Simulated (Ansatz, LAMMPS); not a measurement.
**Structural relaxation of glassy 79SiO2-9CaO-9Li2O-2NiO (mol %) (124 atoms)**

How does glassy 79SiO2-9CaO-9Li2O-2NiO (mol %) (124 atoms) relax, and what do bonds, charges and levels look like afterwards?

Method: Kohn-Sham DFT, PBE, PAW (set soft_2), plane waves, in Ansatz 0.2.0.

## Step 1: The starting structure

The cell holds 124 atoms: 34 Si, 4 Ca, 8 Li, 1 Ni and 77 O. Its edges and angles: a = 11.730 Å, b = 11.730 Å, c = 11.730 Å, α = 90.0°, β = 90.0°, γ = 90.0°. 124 atoms (34 Si, 4 Ca, 8 Li, 1 Ni, 77 O) placed at random at 2.37 g/cm³, melted at 4000 K for 10 ps at fixed volume with the Morse and Coulomb pair potential with partial charges (Pedone, Malavasi, Menziani, Cormack and Segre, J. Phys. Chem. B 110, 11780 (2006)). Quenched from 4000 K to 300 K at 10 K/ps and fixed volume, held 10 ps at zero pressure.

What the set-up can't give: The quench rate of 10 K/ps is orders of magnitude faster than experiment, which tends to freeze in extra defects. The network of bonds at the start is that of the classical potential that made the cell. Without a Hubbard term or exact exchange, open shells on Ni are likely too delocalised. Only the Γ point is sampled, in a cell whose shortest periodic width is 12 Å.

## Step 2: Relaxation

With the cell held, the atoms are moved downhill towards a nearby minimum.

input.yaml

```yaml
crystal:
  lattice:
    - [11.72958, 0.0, 0.0]
    - [0.0, 11.72958, 0.0]
    - [0.0, 0.0, 11.72958]
  atoms:
    - { symbol: Si, position: [0.49517, 0.1494, 0.0604] }
    - { symbol: Si, position: [0.41666, 0.38067, 0.96495] }
    - { symbol: Si, position: [0.07715, 0.13609, 0.78978] }
    - { symbol: Si, position: [0.53633, 0.15339, 0.31963] }
    [... 114 atom lines left out ...]
    - { symbol: O, position: [0.04955, 0.09382, 0.14064] }
    - { symbol: O, position: [0.11348, 0.41148, 0.34641] }
    - { symbol: O, position: [0.78744, 0.07665, 0.95154] }
    - { symbol: O, position: [0.26896, 0.79765, 0.01731] }
    - { symbol: O, position: [0.88379, 0.66935, 0.19875] }
    - { symbol: O, position: [0.84326, 0.05113, 0.39766] }
magnetization:
  spin_polarized: true
kpoints:
  mp_grid: { grid: [1, 1, 1] }
hamiltonian:
  xc: pbe
scf:
  occupations: { method: fermi_dirac, width: 0.05 }
output:
  forces: true
relax:
  f_tol: 0.03
  max_steps: 49
```

Command:

```
ansatz run input.yaml --threads 4 --pin off --max-ram 8192MiB --backend cpu --events-out ev --progress --plain --runs-dir out
```

The job ended after 9.9 min (4 threads of Arm Neoverse V1, shared host; peak memory 3.9 GiB).

Step by step:

| step | energy less that of the first step (eV) | largest force component (eV/Å) |
| --- | --- | --- |
| 1 | 0.0000 | 4.7109 |
| 2 | -6.8777 | 2.7994 |
| 3 | -10.5660 | 0.7947 |
| 4 | -11.4742 | 0.5644 |
| 5 | -11.7575 | 0.3957 |
| 6 | -12.0027 | 0.3647 |
| 7 | -12.0996 | 0.2327 |
| 8 | -12.1611 | 0.1266 |
| 9 | -12.1931 | 0.1139 |
| 10 | -12.2120 | 0.1393 |
| 11 | -12.2255 | 0.0858 |
| 12 | -12.2310 | 0.0558 |
| 13 | -12.2310 | 0.1109 |
| 14 | -12.2310 | 0.0555 |
| 15 | -12.2311 | 0.1084 |
| 16 | -12.2353 | 0.0263 |
| 17 | -12.2353 | 0.0264 |

Relaxation step 13 was tried and not accepted.

The atoms that moved most (Å):

| atom | dx | dy | dz | length |
| --- | --- | --- | --- | --- |
| Li44 | 0.001 | 0.655 | -0.389 | 0.762 |
| Li42 | 0.397 | -0.593 | 0.093 | 0.719 |
| Li43 | -0.600 | 0.294 | -0.183 | 0.693 |
| O59 | 0.476 | 0.083 | 0.310 | 0.574 |
| O106 | -0.401 | 0.123 | 0.145 | 0.444 |
| O115 | -0.369 | -0.222 | 0.045 | 0.434 |
| O52 | -0.076 | -0.410 | -0.060 | 0.421 |
| O66 | 0.290 | -0.273 | -0.111 | 0.414 |

The relaxation changed the energy by -98.7 meV/atom, and atoms moved by 0.26 Å r.m.s., 0.76 Å at most.

## Step 3: Distances and neighbours after relaxation

Density 2.53 g/cm³, 13.01 Å³ an atom.

g(r), total and by pair (bins of 0.2 Å):

| r (Å) | total | O-O | O-Si | O-Li | O-Ca | O-Ni | Si-Si |
| --- | --- | --- | --- | --- | --- | --- | --- |
| 1.50 | 0.40 | 0.00 | 1.19 | 0.00 | 0.00 | 0.00 | 0.00 |
| 1.70 | 3.90 | 0.00 | 11.30 | 0.66 | 0.00 | 0.00 | 0.00 |
| 1.90 | 0.34 | 0.00 | 0.00 | 3.72 | 0.00 | 4.39 | 0.00 |
| 2.10 | 0.36 | 0.00 | 0.00 | 3.12 | 1.80 | 4.07 | 0.00 |
| 2.30 | 0.15 | 0.00 | 0.00 | 0.41 | 2.46 | 0.00 | 0.00 |
| 2.50 | 0.52 | 1.04 | 0.00 | 0.33 | 1.67 | 1.31 | 0.00 |
| 2.70 | 2.17 | 5.23 | 0.00 | 0.28 | 1.14 | 0.00 | 0.00 |
| 2.90 | 0.42 | 0.39 | 0.03 | 0.49 | 0.47 | 0.00 | 1.15 |
| 3.10 | 0.87 | 0.71 | 0.08 | 0.75 | 0.64 | 0.00 | 4.73 |
| 3.30 | 0.82 | 0.76 | 0.65 | 0.67 | 0.59 | 0.80 | 1.06 |
| 3.50 | 0.89 | 0.80 | 1.01 | 1.19 | 0.85 | 0.65 | 0.00 |
| 3.70 | 1.21 | 0.97 | 1.60 | 1.67 | 0.76 | 1.22 | 0.24 |
| 3.90 | 1.06 | 0.77 | 1.80 | 0.55 | 0.82 | 1.64 | 0.14 |
| 4.10 | 1.23 | 0.66 | 2.09 | 1.24 | 0.87 | 1.50 | 0.72 |
| 4.30 | 1.18 | 0.61 | 1.73 | 1.97 | 1.24 | 1.39 | 1.13 |
| 4.50 | 1.01 | 0.93 | 0.95 | 1.30 | 1.34 | 0.83 | 1.38 |
| 4.70 | 0.93 | 0.97 | 0.65 | 0.75 | 1.71 | 1.53 | 1.60 |
| 4.90 | 1.13 | 1.61 | 0.61 | 0.88 | 1.50 | 0.69 | 1.57 |
| 5.10 | 1.04 | 1.42 | 0.68 | 0.69 | 1.27 | 0.66 | 1.07 |
| 5.30 | 0.99 | 1.31 | 0.64 | 0.85 | 0.66 | 0.58 | 1.19 |
| 5.50 | 0.84 | 1.00 | 0.66 | 0.76 | 0.69 | 1.11 | 0.95 |
| 5.70 | 0.92 | 0.83 | 0.89 | 0.97 | 1.03 | 1.29 | 1.26 |

Bonds by pair of elements; cutoffs follow the first minimum of g(r), held within bounds set by covalent radii, and pairs that aren't listed don't count as bonded:

| pair A-B | cutoff (Å) | bonds | mean length (Å) | spread (Å) | shortest (Å) | B about A | A about B |
| --- | --- | --- | --- | --- | --- | --- | --- |
| O-Si | 2.12 | 137 | 1.64 | 0.036 | 1.57 | 1.78 | 4.03 |
| O-Li | 2.48 | 31 | 2.02 | 0.149 | 1.78 | 0.403 | 3.88 |
| O-Ca | 2.83 | 19 | 2.40 | 0.213 | 2.12 | 0.247 | 4.75 |
| O-Ni | 2.27 | 4 | 1.99 | 0.042 | 1.92 | 0.052 | 4 |

How many atoms have how many bonded neighbours:

| element | mean | 2 | 3 | 4 | 5 |
| --- | --- | --- | --- | --- | --- |
| Ca | 4.75 | 0 | 0 | 1 | 3 |
| Li | 3.88 | 0 | 2 | 5 | 1 |
| Ni | 4 | 0 | 0 | 1 | 0 |
| O | 2.48 | 45 | 27 | 5 | 0 |
| Si | 4.03 | 0 | 0 | 33 | 1 |

Bond angles, per cent of each kind in bins of 5°:

| angle (°) | O-Si-O | Si-O-Si | O-Li-O | Li-O-Si | O-Ca-O |
| --- | --- | --- | --- | --- | --- |
| 55–60 | 0.0 | 0.0 | 0.0 | 0.0 | 2.8 |
| 60–65 | 0.0 | 0.0 | 0.0 | 0.0 | 0.0 |
| 65–70 | 0.0 | 0.0 | 2.2 | 0.0 | 0.0 |
| 70–75 | 0.0 | 0.0 | 6.5 | 0.0 | 2.8 |
| 75–80 | 0.0 | 0.0 | 2.2 | 0.0 | 11.1 |
| 80–85 | 0.0 | 0.0 | 4.3 | 4.4 | 16.7 |
| 85–90 | 1.4 | 0.0 | 4.3 | 6.7 | 5.6 |
| 90–95 | 1.0 | 0.0 | 4.3 | 6.7 | 5.6 |
| 95–100 | 2.4 | 0.0 | 6.5 | 11.1 | 8.3 |
| 100–105 | 13.9 | 0.0 | 8.7 | 8.9 | 2.8 |
| 105–110 | 37.5 | 0.0 | 8.7 | 8.9 | 5.6 |
| 110–115 | 33.7 | 0.0 | 13.0 | 13.3 | 8.3 |
| 115–120 | 8.2 | 1.7 | 13.0 | 8.9 | 5.6 |
| 120–125 | 1.0 | 1.7 | 4.3 | 6.7 | 0.0 |
| 125–130 | 0.0 | 10.0 | 6.5 | 6.7 | 2.8 |
| 130–135 | 0.0 | 13.3 | 6.5 | 6.7 | 5.6 |
| 135–140 | 0.0 | 18.3 | 2.2 | 2.2 | 0.0 |
| 140–145 | 0.0 | 15.0 | 2.2 | 4.4 | 2.8 |
| 145–150 | 0.5 | 15.0 | 2.2 | 2.2 | 2.8 |
| 150–155 | 0.0 | 6.7 | 0.0 | 2.2 | 2.8 |
| 155–160 | 0.0 | 8.3 | 2.2 | 0.0 | 5.6 |
| 160–165 | 0.0 | 8.3 | 0.0 | 0.0 | 2.8 |
| 165–170 | 0.5 | 1.7 | 0.0 | 0.0 | 0.0 |

Bond angles (no mean is given where the spread exceeds 20°):

| angle | count | mean (°) | spread (°) |
| --- | --- | --- | --- |
| O-Si-O | 208 | 109 | 7.2 |
| Si-O-Si | 60 | 142 | 11.4 |
| O-Li-O | 46 | - | - |
| Li-O-Si | 45 | 112 | 17.6 |
| O-Ca-O | 36 | - | - |

Oxygen atoms by the number of network formers (Si, P, Ge, B, Al, As, Ga) bound to them:

| network formers bound to O | O atoms | per cent |
| --- | --- | --- |
| 0 | 0 | 0 |
| 1 | 17 | 22.1 |
| 2 | 60 | 77.9 |

Network units: each former by its oxygen neighbours and how many of them bridge to another former:

| former | O neighbours | bridging O | atoms |
| --- | --- | --- | --- |
| Si | 4 | 1 | 1 |
| Si | 4 | 2 | 2 |
| Si | 4 | 3 | 10 |
| Si | 4 | 4 | 20 |
| Si | 5 | 5 | 1 |

Bond length by coordination (bonds to H left out):

| element | coordination | atoms | mean bond length (Å) |
| --- | --- | --- | --- |
| Ca | 4 | 1 | 2.27 |
| Ca | 5 | 3 | 2.43 |
| Li | 3 | 2 | 1.98 |
| Li | 4 | 5 | 2.02 |
| Li | 5 | 1 | 2.04 |
| O | 2 | 45 | 1.65 |
| O | 3 | 27 | 1.88 |
| O | 4 | 5 | 1.98 |
| Si | 4 | 33 | 1.64 |
| Si | 5 | 1 | 1.73 |

Rings of the network by King's shortest-path rule, up to 12 atoms, one path for each pair of neighbours; H, halogens, alkali and alkaline-earth atoms are left out, and the last column divides by all other atoms, bonded or not:

| ring size (atoms) | rings | per network atom |
| --- | --- | --- |
| 8 | 4 | 0.036 |
| 10 | 16 | 0.143 |
| 12 | 8 | 0.071 |

With the cutoffs above, 75 % of Ca atoms have 5, 62 % of Li atoms have 4, all Ni atoms have 4 and 58 % of O atoms have 2 bonded neighbours. The O-Si-O angle averages 109° with a spread of 7°. Counting bonds to Si alone, not to Ni, 78 % of the oxygens join two of these atoms and 22 % one. The commonest Si unit has 4 oxygens, 4 of them shared with other formers (20 of 34 atoms). Rings of 10 atoms are the most common (57 % of those counted); sizes run from 8 to 12, where the search stops.

## Step 4: Single point at the relaxed geometry

The electronic structure is read at the final geometry, in a run of its own.

input.yaml

```yaml
crystal:
  lattice:
    - [11.72958, 0.0, 0.0]
    - [0.0, 11.72958, 0.0]
    - [0.0, 0.0, 11.72958]
  atoms:
    - { symbol: Si, position: [0.50247, 0.1575, 0.07205] }
    - { symbol: Si, position: [0.41629, 0.38279, 0.96531] }
    - { symbol: Si, position: [0.078, 0.14036, 0.80605] }
    - { symbol: Si, position: [0.5605, 0.17423, 0.32072] }
    [... 114 atom lines left out ...]
    - { symbol: O, position: [0.05307, 0.09946, 0.15255] }
    - { symbol: O, position: [0.11056, 0.42118, 0.35049] }
    - { symbol: O, position: [0.78394, 0.08365, 0.95315] }
    - { symbol: O, position: [0.28894, 0.76879, 0.01899] }
    - { symbol: O, position: [0.87744, 0.68599, 0.18988] }
    - { symbol: O, position: [0.85893, 0.05079, 0.39107] }
magnetization:
  spin_polarized: true
kpoints:
  mp_grid: { grid: [1, 1, 1] }
hamiltonian:
  xc: pbe
scf:
  occupations: { method: fermi_dirac, width: 0.05 }
output:
  forces: true
  stress: true
  populations: intrinsic
  dos:
    method: { smearing: { sigma: 0.08 } }
    de: 0.1
    projected: { site_lists: { Ca: [Ca], Li: [Li], Ni: [Ni], O: [O], Si: [Si] } }
  eigenvalues: true
  write_density: true
  write_potential: true
  volumetric_format: npy
  elf: true
```

Run time: 1.9 min. Hardware: 4 threads; peak memory 4 GiB; 7.6 min of CPU time.

The program notes that the stability of the SCF solution was not settled.

Read from the output:

- free energy: -80192.8903 eV
- free energy per atom: -646.7169 eV/atom
- SCF cycles: 20
- pressure: 0.02152 GPa
- r.m.s. force component: 0.00621 eV/Å
- longest force: 0.03093 eV/Å
- Fermi energy: 5.085 eV
- gap (highest filled to lowest empty level): 1.044 eV
- total moment: -2 μB
- absolute moment: 2.115 μB

Intrinsic-atomic-orbital charges by element and coordination:

| element | coordination | atoms | mean charge (e) | spread | least | most |
| --- | --- | --- | --- | --- | --- | --- |
| Ca | all | 4 | 1.79 | 0.0076 | 1.78 | 1.80 |
| Ca | 4 | 1 | 1.80 | 0 | 1.80 | 1.80 |
| Ca | 5 | 3 | 1.78 | 0.006 | 1.78 | 1.79 |
| Li | all | 8 | 0.793 | 0.0115 | 0.777 | 0.812 |
| Li | 3 | 2 | 0.808 | 0.0043 | 0.803 | 0.812 |
| Li | 4 | 5 | 0.789 | 0.0081 | 0.777 | 0.801 |
| Li | 5 | 1 | 0.778 | 0 | 0.778 | 0.778 |
| Ni | all | 1 | 1.15 | 0 | 1.15 | 1.15 |
| O | all | 77 | -0.944 | 0.0966 | -1.20 | -0.865 |
| O | 2 | 45 | -0.906 | 0.0684 | -1.17 | -0.865 |
| O | 3 | 27 | -0.985 | 0.103 | -1.20 | -0.886 |
| O | 4 | 5 | -1.07 | 0.0878 | -1.15 | -0.907 |
| Si | all | 34 | 1.71 | 0.0493 | 1.56 | 1.77 |
| Si | 4 | 33 | 1.71 | 0.0498 | 1.56 | 1.77 |
| Si | 5 | 1 | 1.68 | 0 | 1.68 | 1.68 |

Magnetic moments by element and coordination:

| element | coordination | atoms | mean moment (μB) | spread | least | most |
| --- | --- | --- | --- | --- | --- | --- |
| Ca | all | 4 | 2.0e-4 | 3.0e-4 | 0 | 7.0e-4 |
| Ca | 4 | 1 | 0 | 0 | 0 | 0 |
| Ca | 5 | 3 | 2.0e-4 | 3.0e-4 | 0 | 7.0e-4 |
| Li | all | 8 | -1.0e-4 | 2.0e-4 | -7.0e-4 | 1.0e-4 |
| Li | 3 | 2 | 0 | 0 | 0 | 0 |
| Li | 4 | 5 | -2.0e-4 | 3.0e-4 | -7.0e-4 | 0 |
| Li | 5 | 1 | 1.0e-4 | 0 | 1.0e-4 | 1.0e-4 |
| Ni | all | 1 | -1.50 | 0 | -1.50 | -1.50 |
| O | all | 77 | -0.0035 | 0.0128 | -0.0724 | 1.0e-4 |
| O | 2 | 45 | -9.0e-4 | 0.0031 | -0.0165 | 1.0e-4 |
| O | 3 | 27 | -0.0035 | 0.0122 | -0.0599 | 0 |
| O | 4 | 5 | -0.0273 | 0.0314 | -0.0724 | 0 |
| Si | all | 34 | -1.0e-4 | 5.0e-4 | -0.002 | 1.0e-4 |
| Si | 4 | 33 | -1.0e-4 | 5.0e-4 | -0.002 | 1.0e-4 |
| Si | 5 | 1 | 0 | 0 | 0 | 0 |

States in the cell by windows of 1 eV, zero at the Fermi level; the larger projections on atomic orbitals stand beside the total:

| from (eV) | to (eV) | total up | total down | O p | Si p |
| --- | --- | --- | --- | --- | --- |
| -14 | -12 | 0.0 | 0.0 | 0.0 | 0.0 |
| -12 | -11 | 6.7 | 6.7 | 8.9 | 0.6 |
| -11 | -10 | 7.2 | 7.2 | 9.7 | 1.0 |
| -10 | -9 | 11.0 | 11.0 | 15.5 | 2.5 |
| -9 | -8 | 16.6 | 16.7 | 25.0 | 6.0 |
| -8 | -7 | 16.5 | 16.5 | 25.7 | 6.3 |
| -7 | -6 | 16.0 | 16.9 | 25.9 | 3.6 |
| -6 | -5 | 37.3 | 37.0 | 63.6 | 5.1 |
| -5 | -4 | 43.7 | 44.1 | 79.5 | 3.4 |
| -4 | -3 | 42.6 | 42.3 | 79.5 | 1.7 |
| -3 | -2 | 25.0 | 24.5 | 46.4 | 1.0 |
| -2 | -1 | 8.1 | 11.7 | 15.4 | 0.4 |
| -1 | 0 | 3.1 | 1.4 | 2.5 | 0.1 |
| 0 | 1 | 1.2 | 0.0 | 0.2 | 0.0 |
| 1 | 2 | 0.8 | 0.0 | 0.2 | 0.0 |
| 2 | 3 | 1.0 | 1.0 | 0.0 | 0.0 |
| 3 | 4 | 2.1 | 2.1 | 0.4 | 0.6 |
| 4 | 5 | 12.6 | 12.7 | 1.9 | 4.8 |

The curve was stored every 0.10 eV, coarse against its broadening of 0.08 eV, so these counts are rough.

Between -26 and -14 eV lie 178 more states.

The stored curve holds about 648 of the 680 electrons; the rest, give or take the few that broadening carries across the Fermi level, lie in deeper levels below its range.

The levels nearest the highest filled one (over half full), pooled over k-points and spins:

| level less the highest filled one (eV) | occupation |
| --- | --- |
| -0.485 | 1 |
| -0.472 | 1 |
| -0.409 | 1 |
| -0.159 | 1 |
| -0.158 | 1 |
| 0 | 1 |
| 1.04 | 0 |
| 1.59 | 0 |
| 3.11 | 0 |
| 3.12 | 0 |
| 4.38 | 0 |
| 4.40 | 0 |

Mean intrinsic-atomic-orbital charges: Ca +1.79, Li +0.79, Ni +1.15, O -0.94, Si +1.71 e. The cell holds a total moment of -2.00 μB.

## Step 5: Summary of results

| Quantity | Value |
| --- | --- |
| energy change in the relaxation | -98.67 meV/atom |
| r.m.s. displacement | 0.263 Å |
| largest displacement | 0.762 Å |
| free energy per atom | -646.7169 eV/atom |
| pressure | 0.02152 GPa |
| r.m.s. force component | 0.00621 eV/Å |
| gap (highest filled to lowest empty level) | 1.044 eV |
| wall time of the 2 DFT runs | 12 min |

Relaxation lowers the energy by 98.7 meV/atom and moves atoms by 0.26 Å r.m.s. By the final cutoffs 3 of 190 bonded pairs parted and 4 joined. First to last step the energy falls by 12.235 eV; the largest move, 0.76 Å, is that of Li44. With the cutoffs above, 75 % of Ca atoms have 5, 62 % of Li atoms have 4, all Ni atoms have 4 and 58 % of O atoms have 2 bonded neighbours. Counting bonds to Si alone, not to Ni, 78 % of the oxygens join two of these atoms and 22 % one. Filled and empty levels are parted by 1.04 eV (at Γ alone); a semilocal functional tends to put such gaps too low. In a disordered cell it changes from sample to sample, and tail or defect levels can set it. The cell holds a total moment of -2.00 μB.

What to keep in mind: The starting topology of bonds comes from the classical model; in DFT 3 of its 190 bonded pairs passed out of the cutoffs and 4 came within them. The run was spin polarised, started with a moment on one atom, ending at -2.0 μB in the cell; that starting order needn't be the real material's, and it bears on forces, charges and levels. With open d shells in the cell, the gap can be one between d levels of these ions, not the gap of the host.

[Logs are printed without paths, hosts, clocks, repeated set-up lines and the standing remarks that a program may print on its own settings, such as how far it seeks lower states.]

[Hosts, paths, dates, database ids (printed as entryN), source tags and the programs' standing remarks are cut or masked in the printed files.]
